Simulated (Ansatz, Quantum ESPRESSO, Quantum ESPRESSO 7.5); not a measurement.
## germanene, 2 layers, AB stacking: capacitance across a vacuum gap

Wanted: the capacitance of germanene, 2 layers, AB stacking by the effective screening medium.

Main program and level: Quantum ESPRESSO 7.5; plane-wave DFT, LDA, GBRV ultrasoft pseudopotentials (geometry by Ansatz 0.2.0 with PAW datasets; geometry under PBE-D3(BJ)).

### Step 1. The structure

The cell holds 4 atoms: 4 Ge. Cell: a = 4.060 Å, b = 4.060 Å, c = 20.680 Å, α = 90.0°, β = 90.0°, γ = 120.0°. It derives from Ge. Vacuum lies along c.

This sheet is a model structure: its symmetry is held, and its stability is not tested here.

### Step 2. Geometry from Ansatz

A relaxation in Ansatz fixes the structure of this slab for the runs on it.

The input, input.yaml:

```yaml
crystal:
  lattice:
    - [4.06, 0.0, 0.0]
    - [-2.03, 3.5160631394, 0.0]
    - [0.0, 0.0, 20.68]
  atoms:
    - { symbol: Ge, position: [0.6666666667, 0.3333333333, 0.3868471954] }
    - { symbol: Ge, position: [0.3333333333, 0.6666666667, 0.420212766] }
    - { symbol: Ge, position: [0.0, 0.0, 0.579787234] }
    - { symbol: Ge, position: [0.6666666667, 0.3333333333, 0.6131528046] }
kpoints:
  mp_grid: { grid: [12, 12, 1] }
hamiltonian:
  xc: pbe
  dispersion: d3bj
scf:
  occupations: { method: fermi_dirac, width: 0.05 }
  convergence: { dr2_threshold: 1.0e-08 }
efield:
  axis: 3
  dipole_correction: true
  ramp_position: 0.97
  ramp_width: 0.04
relax:
  f_tol: 0.01
  cell: { fix: [c, alpha, beta] }
output:
  write_potential: true
  write_density: true
  volumetric_format: npy
```

Run with:

```bash
$ ansatz run input.yaml --threads 4 --pin off --max-ram 8192MiB --backend cpu --events-out ev --progress --plain --runs-dir out
```

Numbers of over 12 decimals in the logs are rounded to 6 here.

Output:

```text
Warning: relax.cell: scf.convergence.dr2_threshold = 1e-8 eV is looser than the 4e-10 eV advised for a relaxation that steers and ends on the stress (1e-10 eV for each atom of the cell: 4). What an SCF threshold leaves in a stress goes as its square root, and in the free energy as the threshold itself, and one threshold admits the most on a small cell: [figures from the program's tests cut] Set scf.convergence.dr2_threshold to 4e-10 eV or tighter. The threshold is an SCF's pass mark: one that does not reach it within its budget of iterations ends unconverged, or closes short of it on a stop that the run arms, and scf.convergence.dr2_threshold's page says what that costs each kind of run
Engine: ansatz 0.2.0, aarch64-unknown-linux-gnu
Pseudopotentials: kind: paw
Pseudopotential: Ge, paw, valence charge 14, recommended cutoff 420 eV (normal), Ge.paw.azcp
Functional definition: PBE
  parameter kappa = 0.804
  parameter beta = 0.066725
  exchange = pbe_x(kappa = kappa, mu = beta*pi^2/3)
  correlation = pbe_c(beta = beta)
Crystal: 4 atoms, lattice volume = 295.211 Å³
Basis set: ecut = 420 eV, 5805 PW (Γ), exchange–correlation on 60×60×288 points (8 copies of the dense FFT grid, shifted against one another)
Bands: 34, of which v1, the nominal top of the filled ones, is band 28 counted from 1 (27 counted from 0)
Symmetry: 6 space group operations
k-points: 19 of 144 (time reversal used)
Non-local potential: Ge, projectors of the file, l = 0: 2, l = 1: 2, l = 2: 3, l = 3: 1
PAW form: soft (Blöchl's): semilocal exchange-correlation on the pseudo side does not see the compensation charge
PAW one-centre angular grid: Ge, 590 points (default); XC on 64 Gauss nodes
Initial density: superposition of atomic densities (neutral atoms: chi_scale 0, normalization atom), corrected by the library's trained network
Initial wavefunctions: pseudopotential atomic-orbital guess
Functional: x = pbe(κ = 0.804, μ = 0.219515), c = pbe(β = 0.066725)
SCF iter   1: F=—  HF=-17178.925300 eV  |F-HF|=—  |Δ(HF+E_count)|=         —  Δρ=1.59e-3  dr2=1.22e-2  ethr=1.77e-3  p=0.000 e·Å  D=1.88e-5 V/Å  ΔV_dip=-0.00 eV  dr2_dipole=2.12e-9  V_vac-E_F(+/−)=4.50/4.50 eV  ⟨swp⟩=6.6  Hψ=2691  notcnv=0
efield: sawtooth ramp at fractional position 0.9700 (set: `efield.ramp_position`, or a place that a band, a saddle search or an elastic batch's reference lends), width 0.0400; the density the first Hamiltonian is built on has a dipole p = 0.000 e·Å; the dipole correction subtracts the counter field D = 1.88e-5 V/Å, which shifts the + side's vacuum level by -0.00 eV against the − side's; the planar-averaged density in the ramp window peaks in size at 1.1e-5 e/Å³
preconditioner: auto → LDOS  [insulator: Δε(μ)=0.308 eV  Ē_g=21.788 eV  σ=0.050 eV  W_gap=0.56  n_scr=54 (ndim 8)  ℏωp=16.2 eV  f_vac=0.604  D(μ)=0.35/eV (n_scr^D=2)  ε∞_Penn≈1.6  β→1.0]
SCF iter   2: F=—  HF=-17178.928399 eV  |F-HF|=—  |Δ(HF+E_count)|=   3.10e-3  Δρ=1.44e-3  dr2=2.85e-2  ethr=2.18e-5  p=0.000 e·Å  D=2.97e-5 V/Å  ΔV_dip=-0.00 eV  dr2_dipole=6.14e-8  V_vac-E_F(+/−)=4.48/4.48 eV  ⟨swp⟩=2.2  Hψ=1432  notcnv=0  defer=15
SCF iter   3: F=—  HF=-17178.924616 eV  |F-HF|=—  |Δ(HF+E_count)|=   3.78e-3  Δρ=6.53e-4  dr2=8.81e-3  ethr=2.18e-5  p=-0.000 e·Å  D=-1.56e-5 V/Å  ΔV_dip=0.00 eV  dr2_dipole=2.00e-8  V_vac-E_F(+/−)=4.63/4.63 eV  ⟨swp⟩=3.6  Hψ=1336  notcnv=0  defer=15
SCF iter   4: F=—  HF=-17178.923306 eV  |F-HF|=—  |Δ(HF+E_count)|=   1.31e-3  Δρ=1.90e-4  dr2=5.03e-4  ethr=1.57e-5  p=-0.000 e·Å  D=-1.95e-6 V/Å  ΔV_dip=0.00 eV  dr2_dipole=1.35e-14  V_vac-E_F(+/−)=4.58/4.58 eV  ⟨swp⟩=2.0  Hψ=702  notcnv=0  defer=15
SCF iter   5: F=—  HF=-17178.923210 eV  |F-HF|=—  |Δ(HF+E_count)|=   9.58e-5  Δρ=4.30e-5  dr2=1.81e-5  ethr=8.98e-7  p=-0.000 e·Å  D=-6.65e-6 V/Å  ΔV_dip=0.00 eV  dr2_dipole=2.84e-9  V_vac-E_F(+/−)=4.56/4.56 eV  ⟨swp⟩=3.0  Hψ=1174  notcnv=0  defer=15
SCF iter   6: F=—  HF=-17178.923187 eV  |F-HF|=—  |Δ(HF+E_count)|=   2.34e-5  Δρ=7.39e-6  dr2=1.96e-7  ethr=3.23e-8  p=0.000 e·Å  D=3.43e-6 V/Å  ΔV_dip=-0.00 eV  dr2_dipole=1.80e-9  V_vac-E_F(+/−)=4.56/4.56 eV  ⟨swp⟩=3.0  Hψ=1196  notcnv=0  defer=15
SCF iter   7: F=—  HF=-17178.923224 eV  |F-HF|=—  |Δ(HF+E_count)|=   3.69e-5  Δρ=2.16e-6  dr2=1.47e-8  ethr=3.51e-10  p=-0.000 e·Å  D=-7.45e-6 V/Å  ΔV_dip=0.00 eV  dr2_dipole=3.52e-9  V_vac-E_F(+/−)=4.56/4.56 eV  ⟨swp⟩=2.0  Hψ=1172  notcnv=0  defer=15
SCF iter   8: F=—  HF=-17178.923224 eV  |F-HF|=—  |Δ(HF+E_count)|=   4.34e-8  Δρ=1.26e-6  dr2=3.01e-8  ethr=1.79e-11  p=0.000 e·Å  D=1.12e-5 V/Å  ΔV_dip=-0.00 eV  dr2_dipole=1.27e-8  V_vac-E_F(+/−)=4.56/4.56 eV  ⟨swp⟩=8.0  Hψ=3684  notcnv=0
SCF iter   9: F=-17178.923224 eV  HF=-17178.923224 eV  |F-HF|=1.09e-11  |Δ(HF+E_count)|=   2.82e-9  Δρ=2.41e-7  dr2=2.40e-10  ethr=1.79e-11  p=-0.000 e·Å  D=-1.61e-6 V/Å  ΔV_dip=0.00 eV  dr2_dipole=2.78e-11  V_vac-E_F(+/−)=4.56/4.56 eV  ⟨swp⟩=6.0  Hψ=3596  notcnv=0
SCF 1 converged in 9 iterations: F = -17178.923224 eV  dr2 = 2.40e-10
  greatest PAW one-centre occupation: 0.998 electrons in one spin orbital (limit 2), on the Ge atom at site 3 (counted from 0), in its partial waves of l = 2
relax step   1: F+E_penalty+E_count = -17178.92322380 eV  Δ(F+E_penalty+E_count) = +0.000e0 eV  max|allowed force component| = 8.578e-2 eV/Å  Δτ_max = 0.0000 Å  P = -0.585 GPa  Ω = 295.211 Å³  fix = [c, alpha, beta]  reactions: c -0.277 GPa  (9 SCF iters, accepted)
Crystal: 4 atoms, lattice volume = 288.751 Å³
Basis set: ecut = 420 eV, 5673 PW (Γ), exchange–correlation on 60×60×288 points (8 copies of the dense FFT grid, shifted against one another)
Initial density: handed on by an earlier stage of this run
Initial wavefunctions: those handed on with the density
iter 1 solved again at ethr=3.45e-4 eV; its pass at ethr=3.10e-3 eV (dr2=1.93e-1 eV) is discarded
SCF iter   1: F=—  HF=-17178.999314 eV  |F-HF|=—  |Δ(HF+E_count)|=         —  Δρ=6.53e-3  dr2=1.95e-1  ethr=3.45e-4  p=0.000 e·Å  D=1.24e-6 V/Å  ΔV_dip=-0.00 eV  dr2_dipole=3.73e-12  V_vac-E_F(+/−)=4.70/4.70 eV  ⟨swp⟩=1.2  Hψ=3501  notcnv=0
efield: sawtooth ramp at fractional position 0.9700 (set: `efield.ramp_position`, or a place that a band, a saddle search or an elastic batch's reference lends), width 0.0400; the density the first Hamiltonian is built on has a dipole p = 0.000 e·Å; the dipole correction subtracts the counter field D = 1.24e-6 V/Å, which shifts the + side's vacuum level by -0.00 eV against the − side's; the planar-averaged density in the ramp window peaks in size at 2.2e-6 e/Å³
[...]
SCF iter   7: F=—  HF=-17178.970171 eV  |F-HF|=—  |Δ(HF+E_count)|=   2.66e-7  Δρ=2.12e-6  dr2=1.01e-8  ethr=3.32e-10  p=-0.000 e·Å  D=-6.37e-7 V/Å  ΔV_dip=0.00 eV  dr2_dipole=2.58e-11  V_vac-E_F(+/−)=4.57/4.57 eV  ⟨swp⟩=2.1  Hψ=795  notcnv=0  defer=4
SCF iter   8: F=-17178.970171 eV  HF=-17178.970171 eV  |F-HF|=1.33e-9  |Δ(HF+E_count)|=   5.03e-8  Δρ=5.45e-7  dr2=7.33e-10  ethr=1.79e-11  p=0.000 e·Å  D=5.84e-7 V/Å  ΔV_dip=-0.00 eV  dr2_dipole=7.51e-11  V_vac-E_F(+/−)=4.57/4.57 eV  ⟨swp⟩=8.1  Hψ=3695  notcnv=0
SCF 3 converged in 8 iterations: F = -17178.970171 eV  dr2 = 7.33e-10
relax step   3: F+E_penalty+E_count = -17178.97017137 eV  Δ(F+E_penalty+E_count) = +6.153e-3 eV  max|allowed force component| = 1.160e-1 eV/Å  Δτ_max = 0.1217 Å  P = +0.095 GPa  Ω = 288.556 Å³  energy of the carried Pulay correction = +3.387e-4 eV  fix = [c, alpha, beta]  (8 SCF iters, rejected (line search))
[...]
relax step   4: F+E_penalty+E_count = -17178.97882672 eV  Δ(F+E_penalty+E_count) = -2.503e-3 eV  max|allowed force component| = 1.748e-2 eV/Å  Δτ_max = 0.0378 Å  P = -0.000 GPa  Ω = 287.343 Å³  energy of the carried Pulay correction = +4.013e-4 eV  fix = [c, alpha, beta]  reactions: c -0.039 GPa  (7 SCF iters, accepted)
[...]
relax step   5: F+E_penalty+E_count = -17178.97895452 eV  Δ(F+E_penalty+E_count) = -1.278e-4 eV  max|allowed force component| = 7.838e-3 eV/Å  Δτ_max = 0.0157 Å  P = -0.002 GPa  Ω = 287.783 Å³  energy of the carried Pulay correction = +3.786e-4 eV  fix = [c, alpha, beta]  reactions: c +0.009 GPa  (6 SCF iters, accepted)
Basis set: ecut = 420 eV, 5673 PW (Γ), exchange–correlation on 54×54×288 points (8 copies of the dense FFT grid, shifted against one another)
Initial wavefunctions: pseudopotential atomic-orbital guess (no wavefunctions were taken with the density)
iter 1 solved again at ethr=1.14e-7 eV; its pass at ethr=3.10e-3 eV (dr2=6.40e-5 eV) is discarded
SCF iter   1: F=—  HF=-17178.978651 eV  |F-HF|=—  |Δ(HF+E_count)|=         —  Δρ=8.57e-6  dr2=4.23e-8  ethr=1.14e-7  p=0.000 e·Å  D=1.13e-6 V/Å  ΔV_dip=-0.00 eV  dr2_dipole=4.49e-13  V_vac-E_F(+/−)=4.60/4.60 eV  ⟨swp⟩=3.9  Hψ=4742  notcnv=0
efield: sawtooth ramp at fractional position 0.9700 (set: `efield.ramp_position`, or a place that a band, a saddle search or an elastic batch's reference lends), width 0.0400; the density the first Hamiltonian is built on has a dipole p = 0.000 e·Å; the dipole correction subtracts the counter field D = 1.13e-6 V/Å, which shifts the + side's vacuum level by -0.00 eV against the − side's; the planar-averaged density in the ramp window peaks in size at 2.8e-6 e/Å³
preconditioner: auto → LDOS  [insulator: Δε(μ)=0.270 eV  Ē_g=21.889 eV  σ=0.050 eV  W_gap=0.67  n_scr=54 (ndim 8)  ℏωp=16.4 eV  f_vac=0.623  D(μ)=0.46/eV (n_scr^D=2)  ε∞_Penn≈1.6  β→1.0]
SCF iter   2: F=—  HF=-17178.978592 eV  |F-HF|=—  |Δ(HF+E_count)|=   5.85e-5  Δρ=7.63e-6  dr2=7.63e-8  ethr=7.56e-11  p=0.000 e·Å  D=9.49e-7 V/Å  ΔV_dip=-0.00 eV  dr2_dipole=7.67e-13  V_vac-E_F(+/−)=4.60/4.60 eV  ⟨swp⟩=2.3  Hψ=1228  notcnv=0
SCF iter   3: F=—  HF=-17178.978592 eV  |F-HF|=—  |Δ(HF+E_count)|=   1.35e-7  Δρ=1.73e-6  dr2=6.82e-9  ethr=1.79e-11  p=0.000 e·Å  D=1.11e-6 V/Å  ΔV_dip=-0.00 eV  dr2_dipole=6.97e-13  V_vac-E_F(+/−)=4.60/4.60 eV  ⟨swp⟩=8.7  Hψ=4590  notcnv=0
SCF iter   4: F=-17178.978592 eV  HF=-17178.978592 eV  |F-HF|=6.84e-10  |Δ(HF+E_count)|=   1.00e-8  Δρ=2.79e-7  dr2=1.51e-10  ethr=1.22e-11  p=0.000 e·Å  D=9.73e-7 V/Å  ΔV_dip=-0.00 eV  dr2_dipole=3.23e-13  V_vac-E_F(+/−)=4.60/4.60 eV  ⟨swp⟩=8.0  Hψ=3685  notcnv=0
SCF 6 converged in 4 iterations: F = -17178.978592 eV  dr2 = 1.51e-10
relax step   6: F+E_penalty+E_count = -17178.97859190 eV  Δ(F+E_penalty+E_count) = +3.626e-4 eV  max|allowed force component| = 7.847e-3 eV/Å  Δτ_max = 0.0000 Å  P = -0.002 GPa  Ω = 287.783 Å³  fix = [c, alpha, beta]  reactions: c +0.010 GPa  stress off target by 8.07e-3 GPa on what of the cell is left free  SCF on the basis re-selected at this cell (its energy is not comparable with the rows above)  (4 SCF iters)
basis re-selected at this cell: Δ(F+E_penalty+E_count) = +3.626e-4 eV, ΔP = +0.000 GPa vs the last step (what re-selecting the basis moved, of the pressure what is left beyond the Pulay correction that the steps carried, after the strain that the cell walked since its last selection, with what the two solves' SCF thresholds leave and, on support functions, any second-order correction that the steps lacked; it is no measure of the basis error at this ecutwfc). The dense FFT grid was sized anew with the basis: this SCF ran on 27×27×144 points, the steps before it on 30×30×144, so part of this shift can come from that change (see relax.cell in the input reference). [rest of the remark cut]
SCF converged after 4 iterations
Free energy (F): -17178.978592 eV
Harris-Foulkes:  -17178.978592 eV  (|F-HF|=6.84e-10)
Internal energy: -17178.974309 eV  (E = F + TS)
E sigma→0 (E₀):  -17178.976451 eV
Entropy (-TS):   -0.004283 eV (-1.071 meV/atom)
Fermi energy:    -0.599863 eV
Dipole field:    D = 0.000002 V/Å  (p = 0.000003 e·Å, saw-weighted, corrected)
Work function:   Φ+ = 4.6037 eV   Φ− = 4.6038 eV
Levels:          The Fermi level and band energies are counted from a zero that moves with the ramp; work functions are not
--- Per-component energies (eV) ---
  E_band       = -1079.713651
  E_kinetic    = 441.010651
  E_local      = -43457.362891  (includes V_loc(G=0)·N_el)
  E_nonlocal   = 1668.445598
  E_hartree    = 20881.667422
  E_xc         = -299.714029
  E_vxc        = -254.593323  (∫ρ·V_xc dr)
  E_paw        = -8073.316729  (= ΣΔE_a)
  E_vpaw       = -1240.548504  (= ΣTr[D̂ρ^β])
  E_aug_tail   = 0.001250  (compensation charges beyond the density's cutoff)
  E_efield     = 0.000000  (sawtooth field / dipole correction)
  E_vefield    = -0.000019  (∫n·V_field dr)
  E_ewald      = 11661.247151
  E_disp       = -0.952733  (pairwise vdW)
  E_smearing   = -0.004283  (= −TS)
  E_closure    = -0.000000  (closes the sum)
  Σ components = -17178.978592   (vs F -17178.978592, Δ=0.00e0)
--- Forces (eV/Å), atoms counted from 1 ---
  atom   1  Ge    -0.00000000     0.00000000    -0.00784727
  atom   2  Ge     0.00000000    -0.00000000     0.00320881
  atom   3  Ge     0.00000000     0.00000000    -0.00320917
  atom   4  Ge     0.00000000     0.00000000     0.00784720
  max |Σ_I F_I| component: 4.26e-7 eV/Å
--- Stress (GPa, compression-positive) ---
       -0.008067      -0.000000       0.000000
       -0.000000      -0.008067       0.000000
        0.000000       0.000000       0.009545
  P = ⅓ Tr σ = -0.0022 GPa (-0.022 kbar)
--- Band table (eV; the first three rows and the last of 19) ---
  k-point 0: bands = [... 24 lower, -0.8714, -0.8714, -0.8317, -0.8317, 0.0787, 0.5262, 1.5926, 3.0609, ... 2 higher]
  k-point 1: bands = [... 24 lower, -1.8804, -1.4046, -1.1194, -0.9095, 0.9732, 1.2524, 1.6132, 2.7448, ... 2 higher]
  k-point 2: bands = [... 24 lower, -3.0017, -1.7849, -1.5558, -1.2218, 1.2765, 1.5864, 1.8806, 2.9415, ... 2 higher]
  k-point 18: bands = [... 24 lower, -4.2821, -4.2821, -1.1989, -0.6369, -0.6369, 0.0313, 4.2754, 4.2754, ... 2 higher]
--- Relaxed structure (5 steps of the walk, 4 accepted, 1 SCFs on fresh bases) ---
  F+E_penalty+E_count = -17178.97859190 eV   max|allowed force component| = 7.847e-3 eV/Å   (the final SCF, on the basis selected at the relaxed cell)
  cell:  # Å, volume = 287.7831 Å³
    - [4.008594, -1.902409919250953e-18, 0]
    - [-2.004297, 3.471544, 0]
    - [0, 0, 20.68]
  atoms:
    - { symbol: Ge, position: [0.666667, 0.333333, 0.396578] }
    - { symbol: Ge, position: [0.333333, 0.666667, 0.432086] }
    - { symbol: Ge, position: [-2.089149816156037e-17, -1.8503717076008884e-17, 0.567914] }
    - { symbol: Ge, position: [0.666667, 0.333333, 0.603422] }
```

The job ended after 19 s (4 threads of Arm Neoverse V2, shared host; peak memory 0.65 GiB).

Step by step:

| step | energy less that of the first step (eV) | largest force component (eV/Å) | pressure (GPa) | volume (Å³) |
| --- | --- | --- | --- | --- |
| 1 | 0.0000 | 0.0858 | -0.58 | 295.21 |
| 2 | -0.0531 | 0.0386 | -0.13 | 288.75 |
| 3 | -0.0469 | 0.1160 | 0.10 | 288.56 |
| 4 | -0.0556 | 0.0175 | 0.00 | 287.34 |
| 5 | -0.0557 | 0.0078 | 0.00 | 287.78 |
| 6* | -0.0554 | 0.0078 | 0.00 | 287.78 |

Relaxation steps marked * repeat the geometry before them on a plane-wave basis chosen anew for their cell, so energy and pressure can jump there. Relaxation step 3 was tried and not accepted.

Forces are held to the 6 operations that the run works with; a distortion that breaks them can't arise in this run.

| cell as run | before | after | change |
| --- | --- | --- | --- |
| a (Å) | 4.060 | 4.009 | -1.3 % |
| b (Å) | 4.060 | 4.009 | -1.3 % |

The atoms that moved most (Å, along periodic axes as changes of fractional coordinates times the final cell, across vacuum about the mean position):

| atom | dx | dy | dz | length |
| --- | --- | --- | --- | --- |
| Ge2 | 0.000 | 0.000 | 0.246 | 0.246 |
| Ge3 | 0.000 | 0.000 | -0.246 | 0.246 |
| Ge4 | 0.000 | 0.000 | -0.201 | 0.201 |
| Ge1 | 0.000 | 0.000 | 0.201 | 0.201 |

The relaxed structure:

```xyz
4
Lattice="4.0086 0.0000 0.0000 -2.0043 3.4715 0.0000 0.0000 0.0000 20.6800" Properties=species:S:1:pos:R:3
Ge    2.0043    1.1572    8.2012
Ge    0.0000    2.3144    8.9355
Ge    0.0000    0.0000   11.7445
Ge    2.0043    1.1572   12.4788
```

This step gave:

* free energy: -17178.9786 eV
* energy at zero smearing: -17178.9765 eV
* smearing term TS: 0.004283 eV
* Fermi energy: -0.5999 eV
* gap by band count: 5.90e-8 eV
* symmetry operations: 6
* work function of the upper face: 4.604 eV
* work function of the lower face: 4.604 eV
* dipole along the normal: 2.56e-6 e·Å

[end of part 1 of 4]

[Logs are printed without paths, hosts, clocks, repeated set-up lines and the standing remarks that a program may print on its own settings, such as how far it seeks lower states.]

[Hosts, paths, dates, database ids (printed as entryN), source tags and the programs' standing remarks are cut or masked in the printed files.]

[Maps of the electrostatic potential energy from Ansatz leave out the sawtooth potential of an applied field or a dipole correction, so their vacuum need not be flat; planar profiles and work functions include it.]
